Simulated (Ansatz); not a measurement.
# Random alloy of the diamond Si-C (dilute carbon) line, x = 0.0781 (64 atoms) under strain: runs compared

Aim: relax random alloy of the diamond Si-C (dilute carbon) line, x = 0.0781 (64 atoms), then change its volume and shape to read moduli from the stress.

Computed with Ansatz 0.2.0: Kohn-Sham DFT, PBE, PAW (set soft_2), plane waves.

## (1) The cell as built

The cell holds 64 atoms: 59 Si and 5 C. Its edges and angles: a = 10.642 Å, b = 10.642 Å, c = 10.642 Å, α = 90.0°, β = 90.0°, γ = 90.0°. It derives from Si (diamond Si-C (dilute carbon)) and C, repeated 2×2×2. Diamond Si-C (dilute carbon): 64 atoms, 5 of 64 Si sites given to C at random, cell and internal coordinates interpolated linearly between the end members (Vegard's rule); not relaxed, displaced by a Gaussian of 0.02 Å. Lattice constants are starting values near those of PBE.

What the set-up can't give: The Brillouin zone is sampled at Γ only.

## (2) The reference run

The reference is a single point at the end of the relaxation.

Every strained cell starts from the geometry of this run, and its atoms are relaxed with the cell held.

Its input, with most atom lines left out:

```yaml
crystal:
  lattice:
    - [10.63422, -0.00235, -0.00202]
    - [-0.00235, 10.62587, -0.0013]
    - [-0.00202, -0.0013, 10.61153]
  atoms:
    - { symbol: Si, position: [0.97975, 0.98556, 0.01854] }
    - { symbol: Si, position: [0.10687, 0.13087, 0.12602] }
    - { symbol: Si, position: [0.96958, 0.27745, 0.23071] }
    - { symbol: Si, position: [0.11946, 0.37485, 0.36859] }
    - { symbol: Si, position: [0.24299, 0.00315, 0.24957] }
    - { symbol: Si, position: [0.37656, 0.12549, 0.37386] }
    - { symbol: Si, position: [0.24608, 0.24736, 0.00099] }
    [... atom lines 8 to 64 left out ...]
kpoints:
  mp_grid: { grid: [1, 1, 1] }
hamiltonian:
  xc: pbe
scf:
  occupations: { method: gaussian, width: 0.05 }
output:
  forces: true
  stress: true
  populations: true
  dos:
    method: { smearing: { sigma: 0.1 } }
    de: 0.1
    projected: { site_lists: { C: [C], Si: [Si] } }
  eigenvalues: true
  write_density: true
  write_potential: true
  volumetric_format: npy
```

```
free energy per atom   : -605.5195 eV/atom
r.m.s. force component : 0.00579 eV/Å
pressure               : 0.004466 GPa
```

Filled and empty levels are parted by 0.344 eV at Γ alone; the mesh holds the band edges only if they fold onto it, so the gap at this level can be narrower or closed, while semilocal functionals tend to narrow gaps against experiment.

## (3) The runs

Each row is one run, on 4 threads of Arm Neoverse V1, shared host. The free energy is the program's total, comparable only between runs with the same functional, potentials and atoms.

```tsv
run	atoms	outcome	ionic steps, all passes	free energy (eV)	time	host memory (GiB)
Single point at the start	64	converged	-	-38742.881	5.4 s	1.0
Cell and atoms relaxed	64	converged	11	-38753.247	58 s	1.0
Single point at the relaxed geometry	64	converged	-	-38753.247	9.4 s	1.0
Volume -3 %	64	converged	3	-38752.902	20 s	1.0
Volume +3 %	64	converged	3	-38752.936	22 s	1.0
Volume -6 %	64	converged	5	-38751.810	33 s	1.0
Volume +6 %	64	converged	4	-38752.066	32 s	1.1
Volume -10 %	64	converged	12	-38749.167	74 s	1.0
Stretched by 1 % along x	64	converged	2	-38753.184	13 s	1.0
Compressed by 1 % along x	64	converged	2	-38753.185	13 s	1.0
Sheared by 2 % in xy	64	converged	3	-38753.124	20 s	1.0
```

In some runs the program notes that the SCF threshold is loose for the stress.

## (4) Pressure against volume

Atoms are relaxed at each volume, in the scaled cell.

```tsv
volume change (%)	volume (Å³/atom)	energy change (meV/atom)	pressure (GPa)	largest move on relaxing (Å)	bonds	gap (eV)
-10	16.862	63.74	11.20	0.25	128	0.402
-6	17.611	22.45	6.70	0.04	128	0.273
-3	18.174	5.39	3.14	0.02	128	0.310
+0	18.736	0.00	0.00	-	128	0.344
+3	19.298	4.86	-2.69	0.02	128	0.364
+6	19.860	18.44	-5.00	0.04	128	0.364
```

## (5) Uniaxial strain and shear

Stress (GPa, compression positive) less that of the relaxed cell, atoms relaxed:

```tsv
strain	xx	yy	zz	xy	energy change (meV/atom)
stretched by 1 % along x	-1.640	-0.645	-0.649	-0.004	0.98
compressed by 1 % along x	1.631	0.684	0.690	0.003	0.96
sheared by 2 % in xy	0.018	0.018	0.023	-1.630	1.92
```

## (6) What came out

The bulk modulus, from the slope of pressure against ln V over the three points nearest the relaxed volume, is 97.3 GPa; between neighbouring points the slope runs 104, 113, 103, 91 and 80 GPa from the smallest volume up, without a steady fall, so no pressure derivative is given. The gap goes from 0.402 eV at the smallest volume to 0.364 eV at the largest, not monotonically (lowest 0.273, highest 0.402 eV), on the run's k-points. In the Cartesian axes of the cell, finite differences give C11 = 164, C12 = 66.5, C13 = 66.9 and C66 = 81.5 GPa (the shear of 2 % is the engineering strain, εxy = 0.01). The mean of C11, C12 and C13, which equals the bulk modulus in a cubic or isotropic solid, is 99.0 GPa: it agrees with the bulk modulus within 10 %.

Caveats: Strains are finite and relaxations stop at the force tolerance of the input, which can leave moduli too stiff; they are those of a static cell at zero temperature. Volumes are changed with the cell's shape held, so in an anisotropic solid the modulus lies over the one under free hydrostatic load. The program notes that the SCF threshold of the relaxations is loose for the stress. The host structure and its lattice constant were typed by rule, without a check against the phase diagram.

The DFT runs together took 5 min of wall time.

[Logs are printed without paths, hosts, clocks, repeated set-up lines and the standing remarks that a program may print on its own settings, such as how far it seeks lower states.]

[Hosts, paths, dates, database ids (printed as entryN), source tags and the programs' standing remarks are cut or masked in the printed files.]
